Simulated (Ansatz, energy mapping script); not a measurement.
# CoO: J from the energies of magnetic orders

Aim: the exchange couplings of CoO from the energies of a few collinear orders, and the ordering temperature that they give.

Calculated with Ansatz 0.2.0; PBE; plane waves, collinear spin, no spin–orbit coupling.

Experimental background.

“On the Elastic Anisotropy of the Entropy-Stabilized Oxide (Mg, Co, Ni, Cu, Zn)O” (2020, arxiv:2004.06613) quotes from earlier work for CoO, rock salt (literature value): ordering temperature (Neel temperature) 291 K [literature value quoted in the paper's theory part].

In doubt: warnings of the run leave room for a lower electronic state (steps 3, 4, 6), so energies may not be the lowest and differences between runs may mislead.

**1. Set-up**

It takes space group Fm-3m (No. 225, cubic). The conventional cell has a = 4.263 Å, b = 4.263 Å, c = 4.263 Å, α = 90.00°, β = 90.00°, γ = 90.00°. Nearest to Co lie 6 O at 2.13 Å. O has 6 Co at 2.13 Å nearest. Farther neighbours and most contacts between anions are not listed.

No correction acts on the open shell here, which makes this the cheap baseline.

**2. Run 1 (parallel; cell A, 4 atoms)**

The parallel order is the zero of energy for this cell and mesh.

input.yaml

```yaml
crystal:
  lattice:
    - [0.0, -2.1315, -2.1315]
    - [0.0, 2.1315, -2.1315]
    - [4.263, 0.0, 0.0]
  atoms:
    - { symbol: Co, position: [0.5, 0.5, 0.5], spin: 3.0 }
    - { symbol: Co, position: [0.0, 0.0, 0.0], spin: 3.0 }
    - { symbol: O, position: [0.5, 0.5, 0.0] }
    - { symbol: O, position: [0.0, 0.0, 0.5] }
magnetization:
  spin_polarized: true
kpoints:
  mp_grid: { grid: [9, 9, 6] }
hamiltonian:
  xc: pbe
scf:
  occupations: { method: fermi_dirac, width: 0.05 }
output:
  eigenvalues: true
```

On the command line:

```bash
$ ansatz run input.yaml --threads 4 --pin off --max-ram 8192MiB --backend cpu --events-out ev --progress --plain --runs-dir out
```

Numbers of over 12 decimals in the logs are rounded to 6 here.

What it wrote:

```text
Engine: ansatz 0.2.0, aarch64-unknown-linux-gnu
Pseudopotentials: kind: paw
Pseudopotential: Co, paw, valence charge 17, recommended cutoff 420 eV (normal), Co.paw.azcp
Pseudopotential: O, paw, valence charge 6, recommended cutoff 420 eV (normal), O.paw.azcp
Functional definition: PBE
  parameter kappa = 0.804
  parameter beta = 0.066725
  exchange = pbe_x(kappa = kappa, mu = beta*pi^2/3)
  correlation = pbe_c(beta = beta)
Crystal: 4 atoms, lattice volume = 38.736 Å³
Basis set: ecut = 420 eV, 727 PW (Γ)
Bands: 32, of which v1, the nominal top of the filled ones, is band 23 counted from 1 (22 counted from 0)
Symmetry: 32 space group operations
Space group: Fm-3m (ITA 225), of the structure as read, at distance tolerance 3.4e-5 Å
Magnetic group: BNS 225.116 (UNI 1618), of the structure as read, at distance tolerance 3.4e-5 Å
k-points: 60 of 486
Non-local potential: Co, projectors of the file, l = 0: 3, l = 1: 2, l = 2: 3, l = 3: 1
Non-local potential: O, projectors of the file, l = 0: 2, l = 1: 2, l = 2: 1
PAW form: soft (Blöchl's): semilocal exchange-correlation on the pseudo side does not see the compensation charge
PAW one-centre angular grid: Co, 590 points (default); XC on 64 Gauss nodes
PAW one-centre angular grid: O, 110 points (default); XC on 64 Gauss nodes
Initial density: superposition of atomic densities (chi_scale 0.1, normalization cell, long waves kept (reshape's long-wave potential 0.00 eV rms))
Starting moments: Σ|m| = 6 μB on 2 of 4 sites
Initial wavefunctions: pseudopotential atomic-orbital guess
Functional: x = pbe(κ = 0.804, μ = 0.219515), c = pbe(β = 0.066725)
SCF iter   1: F=—  HF=-11382.721200 eV  |F-HF|=—  |Δ(HF+E_count)|=         —  Δρ=1.78e-1 (↑4.59e-2 ↓1.78e-1)  dr2=1.22e1  dr2_m=2.17e0  M=4.336 μB ∫|m|=4.336 μB  β_m=0.30  ethr=3.10e-3  ⟨swp⟩=5.6  Hψ=13802  notcnv=0  defer=7
Mixer restart at iter 1: flushing history
preconditioner: auto → Kerker (q_TF=auto, 2.808 Å⁻¹)  [metal: Δε(μ)=0.002 eV  Ē_g=11.607 eV  σ=0.050 eV  W_gap=0.01  n_scr=14 (ndim 8)  ℏωp=32.7 eV  f_vac=0.000  D(μ)=10.27/eV (n_scr^D=228)]
spin=Collinear: Kerker preconditioning applied to the charge; magnetization (m = ρ↑ − ρ↓) channel mixes plain (no charge-response kernel on spin).
SCF iter   2: F=—  HF=-11383.690258 eV  |F-HF|=—  |Δ(HF+E_count)|=   9.69e-1  Δρ=4.47e-2 (↑3.35e-2 ↓4.47e-2)  dr2=9.78e-1  dr2_m=2.30e-1  M=5.599 μB ∫|m|=5.600 μB  β_m=0.33  ethr=3.10e-3  ⟨swp⟩=3.0  Hψ=8732  notcnv=0  defer=264
SCF iter   3: F=—  HF=-11384.025035 eV  |F-HF|=—  |Δ(HF+E_count)|=   3.35e-1  Δρ=3.09e-2 (↑2.41e-2 ↓3.09e-2)  dr2=3.66e-1  dr2_m=1.31e-1  M=5.680 μB ∫|m|=5.684 μB  β_m=0.64  ethr=2.13e-3  ⟨swp⟩=2.0  Hψ=5470  notcnv=0  defer=262
SCF iter   4: F=—  HF=-11384.216509 eV  |F-HF|=—  |Δ(HF+E_count)|=   1.91e-1  Δρ=1.08e-2 (↑5.95e-3 ↓1.08e-2)  dr2=2.62e-2  dr2_m=1.35e-2  M=5.800 μB ∫|m|=5.822 μB  β_m=0.75  ethr=7.96e-4  ⟨swp⟩=2.9  Hψ=6505  notcnv=0  defer=262
SCF iter   5: F=—  HF=-11384.233425 eV  |F-HF|=—  |Δ(HF+E_count)|=         —  Δρ=1.00e-2 (↑3.48e-3 ↓1.00e-2)  dr2=2.28e-2  dr2_m=9.89e-3  M=5.845 μB ∫|m|=5.872 μB  β_m=0.75  ethr=5.70e-5  ⟨swp⟩=2.2  Hψ=6466  notcnv=0  defer=289
Mixer restart at iter 5: flushing history
SCF iter   6: F=—  HF=-11384.233998 eV  |F-HF|=—  |Δ(HF+E_count)|=   5.73e-4  Δρ=3.76e-3 (↑3.76e-3 ↓1.63e-3)  dr2=3.54e-3  dr2_m=8.52e-4  M=5.837 μB ∫|m|=5.866 μB  β_m=0.71  ethr=4.96e-5  ⟨swp⟩=2.0  Hψ=7390  notcnv=0  defer=290
SCF iter   7: F=—  HF=-11384.231662 eV  |F-HF|=—  |Δ(HF+E_count)|=   2.34e-3  Δρ=2.37e-3 (↑8.20e-4 ↓2.37e-3)  dr2=1.86e-3  dr2_m=3.48e-4  M=5.847 μB ∫|m|=5.876 μB  β_m=0.70  ethr=7.70e-6  ⟨swp⟩=2.0  Hψ=7516  notcnv=0  defer=290
SCF iter   8: F=—  HF=-11384.231223 eV  |F-HF|=—  |Δ(HF+E_count)|=   4.39e-4  Δρ=3.58e-4 (↑2.96e-4 ↓3.58e-4)  dr2=6.96e-5  dr2_m=7.76e-6  M=5.839 μB ∫|m|=5.869 μB  β_m=0.85  ethr=4.05e-6  ⟨swp⟩=1.7  Hψ=5227  notcnv=0  defer=290
SCF iter   9: F=—  HF=-11384.231253 eV  |F-HF|=—  |Δ(HF+E_count)|=   2.94e-5  Δρ=1.41e-4 (↑1.32e-4 ↓1.41e-4)  dr2=1.13e-5  dr2_m=2.16e-6  M=5.835 μB ∫|m|=5.865 μB  β_m=0.92  ethr=1.51e-7  ⟨swp⟩=2.8  Hψ=6883  notcnv=0  defer=290
SCF iter  10: F=—  HF=-11384.231264 eV  |F-HF|=—  |Δ(HF+E_count)|=   1.19e-5  Δρ=9.71e-5 (↑6.09e-5 ↓9.71e-5)  dr2=3.67e-6  dr2_m=1.06e-6  M=5.835 μB ∫|m|=5.865 μB  β_m=0.90  ethr=2.46e-8  ⟨swp⟩=2.0  Hψ=5592  notcnv=0  defer=290
SCF iter  11: F=—  HF=-11384.231265 eV  |F-HF|=—  |Δ(HF+E_count)|=   8.10e-7  Δρ=3.64e-5 (↑2.14e-5 ↓3.64e-5)  dr2=3.71e-7  dr2_m=1.81e-7  M=5.834 μB ∫|m|=5.864 μB  β_m=0.93  ethr=7.98e-9  ⟨swp⟩=2.4  Hψ=5176  notcnv=0  defer=290
SCF iter  12: F=-11384.231265 eV  HF=-11384.231265 eV  |F-HF|=1.45e-8  |Δ(HF+E_count)|=   1.21e-7  Δρ=8.07e-6 (↑3.40e-6 ↓8.07e-6)  dr2=2.82e-8  dr2_m=4.60e-9  M=5.834 μB ∫|m|=5.864 μB  ethr=2.17e-10  ⟨swp⟩=6.7  Hψ=13998  notcnv=0
SCF 1 converged in 12 iterations: F = -11384.231265 eV  dr2 = 2.82e-8
  greatest PAW one-centre occupation: 1.004 electrons in one spin orbital (limit 2), on the Co atom at site 1 (counted from 0), in its partial waves of l = 1
SCF converged after 12 iterations
Magnetization: 5.8341 μB (25.9171 up, 20.0829 down)
Absolute magnetization: 5.8642 μB (∫|ρ↑−ρ↓|, with the PAW one-centre terms)
Spin contamination: 0.0163 ħ² per cell (⟨S²⟩ above its minimum at these occupations)
Per-site moments (μB) at R_I (Å): [(2.485527, 0.87924375), (2.485527, 0.87924375), (0.315044, 0.87924375), (0.315044, 0.87924375)]
Free energy (F): -11384.231265 eV
Harris-Foulkes:  -11384.231265 eV  (|F-HF|=1.45e-8)
Internal energy: -11384.161604 eV  (E = F + TS)
E sigma→0 (E₀):  -11384.196435 eV
Entropy (-TS):   -0.069662 eV (-17.415 meV/atom)
Fermi energy:    13.848434 eV
--- Per-component energies (eV) ---
  E_band       = -612.301974
  E_kinetic    = 1234.716460
  E_local      = -6874.142252  (includes V_loc(G=0)·N_el)
  E_nonlocal   = 1028.445793
  E_hartree    = 2821.959308
  E_xc         = -457.155965
  E_vxc        = -587.499205  (∫ρ·V_xc dr)
  E_paw        = -3353.859843  (= ΣΔE_a)
  E_vpaw       = -1057.753229  (= ΣTr[D̂ρ^β])
  E_aug_tail   = 0.005028  (compensation charges beyond the density's cutoff)
  E_ewald      = -5784.130132
  E_smearing   = -0.069662  (= −TS)
  E_closure    = 0.000000  (closes the sum)
  Σ components = -11384.231265   (vs F -11384.231265, Δ=0.00e0)
--- Band table (eV; the first three rows and the last of 120) ---
  k-point 0 ↑: bands = [... 19 lower, 10.7654, 10.7666, 10.7666, 10.9148, 11.4121, 11.7726, 11.7726, 14.7408, ... 5 higher]
  k-point 1 ↑: bands = [... 19 lower, 10.8911, 11.2539, 11.2539, 11.5192, 11.6096, 11.8318, 11.8318, 15.4325, ... 5 higher]
  k-point 2 ↑: bands = [... 19 lower, 10.8266, 11.6815, 11.6815, 11.9094, 11.9218, 11.9296, 11.9296, 16.9840, ... 5 higher]
  k-point 59 ↓: bands = [... 19 lower, 13.4745, 13.9904, 13.9904, 14.8208, 14.8208, 15.5755, 15.5755, 22.8175, ... 5 higher]
```

Run time: 3.4 s. Hardware: 4 threads of Arm Neoverse V2, shared host; peak memory 0.42 GiB; 12 s of CPU time.

Spin moment in the sphere by atom:

```tsv
atom	spin moment in the sphere (μB)
Co1	2.49
Co2	2.49
O3	0.32
O4	0.32
```

The run ends ferromagnetic.

**3. Order 2: compensated +−, cell A of 4 atoms**

This order reverses 8 of the 12 neighbours at 3.01 Å and 0 of the 6 neighbours at 4.26 Å, counted for an average magnetic atom.

Changes to input.yaml since step 2:

```diff
@@ -7,3 +7,3 @@
     - { symbol: Co, position: [0.5, 0.5, 0.5], spin: 3.0 }
-    - { symbol: Co, position: [0.0, 0.0, 0.0], spin: 3.0 }
+    - { symbol: Co, position: [0.0, 0.0, 0.0], spin: -3.0 }
     - { symbol: O, position: [0.5, 0.5, 0.0] }
```

What it wrote:

```text
[...]
Crystal: 4 atoms, lattice volume = 38.736 Å³
Basis set: ecut = 420 eV, 727 PW (Γ)
Bands: 32, of which v1, the nominal top of the filled ones, is band 23 counted from 1 (22 counted from 0)
Symmetry: 16 space group operations
[...]
k-points: 60 of 486
[...]
Starting moments: Σ|m| = 6 μB on 2 of 4 sites
Starting magnetic order: antiferromagnet; a translation exchanges its spin sublattices: spin-degenerate at every k-point
[...]
SCF iter   1: F=—  HF=-11382.668790 eV  |F-HF|=—  |Δ(HF+E_count)|=         —  Δρ=1.31e-1 (↑1.31e-1 ↓1.31e-1)  dr2=1.24e1  dr2_m=2.18e0  M=0.000 μB ∫|m|=4.150 μB  β_m=0.30  ethr=3.10e-3  ⟨swp⟩=5.4  Hψ=6995  notcnv=0  defer=20
[...]
SCF iter  13: F=-11384.114171 eV  HF=-11384.114171 eV  |F-HF|=1.93e-8  |Δ(HF+E_count)|=   1.18e-8  Δρ=8.35e-6 (↑8.35e-6 ↓8.35e-6)  dr2=2.61e-8  dr2_m=1.75e-8  M=0.000 μB ∫|m|=5.022 μB  ethr=6.64e-11  ⟨swp⟩=6.5  Hψ=6564  notcnv=0
SCF 1 converged in 13 iterations: F = -11384.114171 eV  dr2 = 2.61e-8
[...]
WARN: an SCF from ferromagnetic starting moments (-3.00, -3.00, 0.00, 0.00 Bohr magnetons, atom by atom) was not made, by what the run has read of turns of its moments that order reads lower: the deck asks for what bars it, or types moments that do (magnetization.spin_polarized, in the input reference, names some of the keys), or the run goes by scf.lower_state_search: light, the default, which as a rule tries one only behind a close that has lost an order of both signs, or on which an open d or half-filled 4f shell of a PAW file has lost a moment that was set nearer to Hund's than to what is left; [rest of the remark cut]
SCF converged after 13 iterations
Magnetization: 0.0000 μB (23.0000 up, 23.0000 down)
Absolute magnetization: 5.0221 μB (∫|ρ↑−ρ↓|, with the PAW one-centre terms)
[...]
Per-site moments (μB) at R_I (Å): [(2.272590, 0.87924375), (-2.272590, 0.87924375), (-0.109934, 0.87924375), (0.109934, 0.87924375)]
Free energy (F): -11384.114171 eV
[...]
Internal energy: -11384.048438 eV  (E = F + TS)
E sigma→0 (E₀):  -11384.081304 eV
Entropy (-TS):   -0.065733 eV (-16.433 meV/atom)
Fermi energy:    13.797661 eV
[...]
--- Band table (eV; the first three rows and the last of 120) ---
  k-point 0 ↑: bands = [... 19 lower, 11.5354, 11.5354, 12.3614, 13.5196, 13.5196, 14.0687, 14.6705, 14.9751, ... 5 higher]
  k-point 1 ↑: bands = [... 19 lower, 11.8250, 11.8365, 12.3316, 13.5783, 13.5783, 14.0650, 14.8118, 15.7078, ... 5 higher]
  k-point 2 ↑: bands = [... 19 lower, 12.1876, 12.1925, 12.2699, 13.6964, 13.6964, 14.0576, 14.9639, 17.3216, ... 5 higher]
  k-point 59 ↓: bands = [... 19 lower, 11.9781, 12.8842, 13.3924, 13.4264, 14.0657, 14.6833, 15.7294, 21.9980, ... 5 higher]
```

The job ended after 3 s (4 threads; peak memory 0.43 GiB; 11 s of CPU time).

Spin moment in the sphere by atom:

```tsv
atom	spin moment in the sphere (μB)
Co1	2.27
Co2	-2.27
O3	-0.11
O4	0.11
```

The run ends antiferromagnetic, 57.57 meV a magnetic atom above the parallel order of its cell (energies taken at zero occupation width, not the printed F).

**4. Parallel start in cell B (4 atoms)**

The parallel order again, as the reference for this cell.

This run holds the same structure in another cell (c 4.263 → 5.221 Å, α 90.0 → 73.2°, β 90.0 → 73.2°, γ 90.0 → 60.0°).

input.yaml, the sections that differ from step 3:

```yaml
crystal:
  lattice:
    - [0.0, -2.1315, -2.1315]
    - [-2.1315, 0.0, -2.1315]
    - [2.1315, 2.1315, -4.263]
  atoms:
    - { symbol: Co, position: [0.5, 0.5, 0.5], spin: 3.0 }
    - { symbol: Co, position: [0.0, 0.0, 0.0], spin: 3.0 }
    - { symbol: O, position: [0.75, 0.75, 0.75] }
    - { symbol: O, position: [0.25, 0.25, 0.25] }
kpoints:
  mp_grid: { grid: [10, 10, 10] }
# magnetization, hamiltonian, scf, output: as in step 3
```

What it wrote:

```text
[...]
Crystal: 4 atoms, lattice volume = 38.736 Å³
Basis set: ecut = 420 eV, 707 PW (Γ)
Bands: 32, of which v1, the nominal top of the filled ones, is band 23 counted from 1 (22 counted from 0)
Symmetry: 24 space group operations
[...]
k-points: 116 of 1000
[...]
Starting moments: Σ|m| = 6 μB on 2 of 4 sites
[...]
k-point 0 ↑: bands = [... 19 lower, 10.7564, 10.7564, 11.4756, 11.4756, 12.0221, 13.9207, 13.9207, 14.7398, ... 5 higher]
  k-point 1 ↑: bands = [... 19 lower, 11.1127, 11.1127, 11.4561, 11.4561, 11.9890, 13.8737, 13.8737, 14.9333, ... 5 higher]
  k-point 2 ↑: bands = [... 19 lower, 11.4002, 11.4002, 11.5812, 11.5812, 11.8976, 13.7371, 13.7371, 15.4296, ... 5 higher]
  k-point 115 ↓: bands = [... 19 lower, 13.7709, 13.9857, 13.9857, 15.2001, 15.2001, 15.7839, 15.7839, 22.1227, ... 5 higher]
[key lines of the parts left out:]
SCF converged after 11 iterations
Magnetization: 5.8651 μB (25.9325 up, 20.0675 down)
Free energy (F): -11384.230962 eV
Fermi energy:    13.847880 eV
```

The job ended after 6.7 s (4 threads; peak memory 0.51 GiB).

The run ends ferromagnetic. For each magnetic atom its energy differs from the parallel run of the first cell by -0.30 meV, an error that one common reference would have brought in.

**5. Order 4: compensated +−, cell B of 4 atoms**

This order reverses 6 of the 12 neighbours at 3.01 Å and 6 of the 6 neighbours at 4.26 Å, counted for an average magnetic atom.

Changes to input.yaml since step 4:

```diff
@@ -7,3 +7,3 @@
     - { symbol: Co, position: [0.5, 0.5, 0.5], spin: 3.0 }
-    - { symbol: Co, position: [0.0, 0.0, 0.0], spin: 3.0 }
+    - { symbol: Co, position: [0.0, 0.0, 0.0], spin: -3.0 }
     - { symbol: O, position: [0.75, 0.75, 0.75] }
```

What it wrote:

```text
[...]
Crystal: 4 atoms, lattice volume = 38.736 Å³
Basis set: ecut = 420 eV, 707 PW (Γ)
Bands: 32, of which v1, the nominal top of the filled ones, is band 23 counted from 1 (22 counted from 0)
Symmetry: 12 space group operations
[...]
k-points: 116 of 1000
[...]
Starting moments: Σ|m| = 6 μB on 2 of 4 sites
[...]
k-point 0 ↑: bands = [... 19 lower, 11.9762, 11.9762, 13.2894, 13.2894, 13.7467, 14.9896, 15.7627, 15.7627, ... 5 higher]
  k-point 1 ↑: bands = [... 19 lower, 12.1273, 12.1273, 13.2796, 13.2796, 13.7260, 15.1807, 15.7291, 15.7291, ... 5 higher]
  k-point 2 ↑: bands = [... 19 lower, 12.4357, 12.4357, 13.2536, 13.2536, 13.6677, 15.6377, 15.6377, 15.6741, ... 5 higher]
  k-point 115 ↓: bands = [... 19 lower, 12.5162, 12.7584, 13.6315, 13.7530, 13.9259, 15.4215, 15.4530, 21.6479, ... 5 higher]
[key lines of the parts left out:]
SCF converged after 12 iterations
Magnetization: 0.0000 μB (23.0000 up, 23.0000 down)
Free energy (F): -11384.507291 eV
Fermi energy:    13.851134 eV
```

The job ended after 4.1 s (4 threads; peak memory 0.5 GiB).

The run ends antiferromagnetic, 141.71 meV a magnetic atom below the parallel order of its cell (energies taken at zero occupation width, not the printed F).

**6. Run 5 (parallel; cell C, 6 atoms)**

A new cell needs its own zero of energy.

input.yaml

```yaml
crystal:
  lattice:
    - [0.0, -2.1315, -2.1315]
    - [-4.263, 0.0, 0.0]
    - [2.1315, 4.263, -2.1315]
  atoms:
    - { symbol: Co, position: [0.666666667, 0.666666667, 0.333333333], spin: 3.0 }
    - { symbol: Co, position: [0.333333333, 0.333333333, 0.666666667], spin: 3.0 }
    - { symbol: Co, position: [0.0, 0.0, 0.0], spin: 3.0 }
    - { symbol: O, position: [0.666666667, 0.166666667, 0.333333333] }
    - { symbol: O, position: [0.333333333, 0.833333333, 0.666666667] }
    - { symbol: O, position: [0.0, 0.5, 0.0] }
magnetization:
  spin_polarized: true
kpoints:
  mp_grid: { grid: [9, 9, 9] }
hamiltonian:
  xc: pbe
scf:
  occupations: { method: fermi_dirac, width: 0.05 }
output:
  eigenvalues: true
```

What it wrote:

```text
[...]
Crystal: 6 atoms, lattice volume = 58.104 Å³
Basis set: ecut = 420 eV, 1105 PW (Γ)
Bands: 47, of which v1, the nominal top of the filled ones, is band 35 counted from 1 (34 counted from 0)
Symmetry: 24 space group operations
[...]
k-points: 125 of 729
[...]
Starting moments: Σ|m| = 9 μB on 3 of 6 sites
[...]
k-point 0 ↑: bands = [... 31 lower, 11.5420, 11.5420, 11.8884, 11.8884, 11.9591, 11.9591, 13.1393, 13.1393, ... 8 higher]
  k-point 1 ↑: bands = [... 31 lower, 11.4419, 11.6260, 11.7888, 11.8985, 11.9680, 12.0030, 12.5985, 13.5526, ... 8 higher]
  k-point 2 ↑: bands = [... 31 lower, 11.6653, 11.6909, 11.8372, 11.9634, 11.9965, 12.0067, 12.0142, 13.7798, ... 8 higher]
  k-point 124 ↓: bands = [... 31 lower, 13.9865, 13.9865, 15.0595, 15.0595, 15.8575, 15.8575, 16.4987, 16.4994, ... 8 higher]
[key lines of the parts left out:]
SCF converged after 13 iterations
Magnetization: 8.8016 μB (38.9008 up, 30.0992 down)
Free energy (F): -17076.345797 eV
Fermi energy:    13.847787 eV
```

Elapsed: 17 s, on 4 threads; peak memory 0.77 GiB.

The run ends ferromagnetic. For each magnetic atom its energy differs from the parallel run of the first cell by 0.06 meV, an error that one common reference would have brought in.

**7. Order 6: uncompensated ++−, cell C of 6 atoms**

Reversing part of the moments probes the couplings between the two sets.

Changes to input.yaml since step 6:

```diff
@@ -8,3 +8,3 @@
     - { symbol: Co, position: [0.333333333, 0.333333333, 0.666666667], spin: 3.0 }
-    - { symbol: Co, position: [0.0, 0.0, 0.0], spin: 3.0 }
+    - { symbol: Co, position: [0.0, 0.0, 0.0], spin: -3.0 }
     - { symbol: O, position: [0.666666667, 0.166666667, 0.333333333] }
```

What it wrote:

```text
Engine: ansatz 0.2.0, aarch64-unknown-linux-gnu
Pseudopotentials: kind: paw
Pseudopotential: Co, paw, valence charge 17, recommended cutoff 420 eV (normal), Co.paw.azcp
Pseudopotential: O, paw, valence charge 6, recommended cutoff 420 eV (normal), O.paw.azcp
Functional definition: PBE
  parameter kappa = 0.804
  parameter beta = 0.066725
  exchange = pbe_x(kappa = kappa, mu = beta*pi^2/3)
[...]
Error: SIGTERM received: cancelled ahead of the end of the searches for a lower state and the checks behind the self-consistent cycle: the result that stood is reported, with what was made of it, and may lie above the state on which the run would have ended. A resume of <dir> goes on from the state saved last, or from a result that was left at `state.next`, and makes the searches and checks that nothing else bars: give the resume the same folder of runs
Name the folder of runs with --runs-dir
[key lines of the parts left out:]
SCF converged after 21 iterations
Magnetization: 2.9449 μB (35.9725 up, 33.0275 down)
Free energy (F): -17076.409373 eV
Fermi energy:    13.821958 eV
```

It took 80 s on 4 threads; peak memory 2.6 GiB.

The run was stopped unfinished when the time set aside for it ran out, so what it printed is not taken as a result.

(Part 1 of 2 ends here.)

[Logs and program files are shortened in this print: banners, set-up blocks, solver, clock and traceback lines can be left out without a mark of their own.]

[Logs are printed without paths, hosts, clocks, repeated set-up lines and the standing remarks that a program may print on its own settings, such as how far it seeks lower states.]

[Hosts, paths, dates, database ids (printed as entryN), source tags and the programs' standing remarks are cut or masked in the printed files.]

[Where a cell is said to come from a database of computed structures, the database is the Materials Project.]
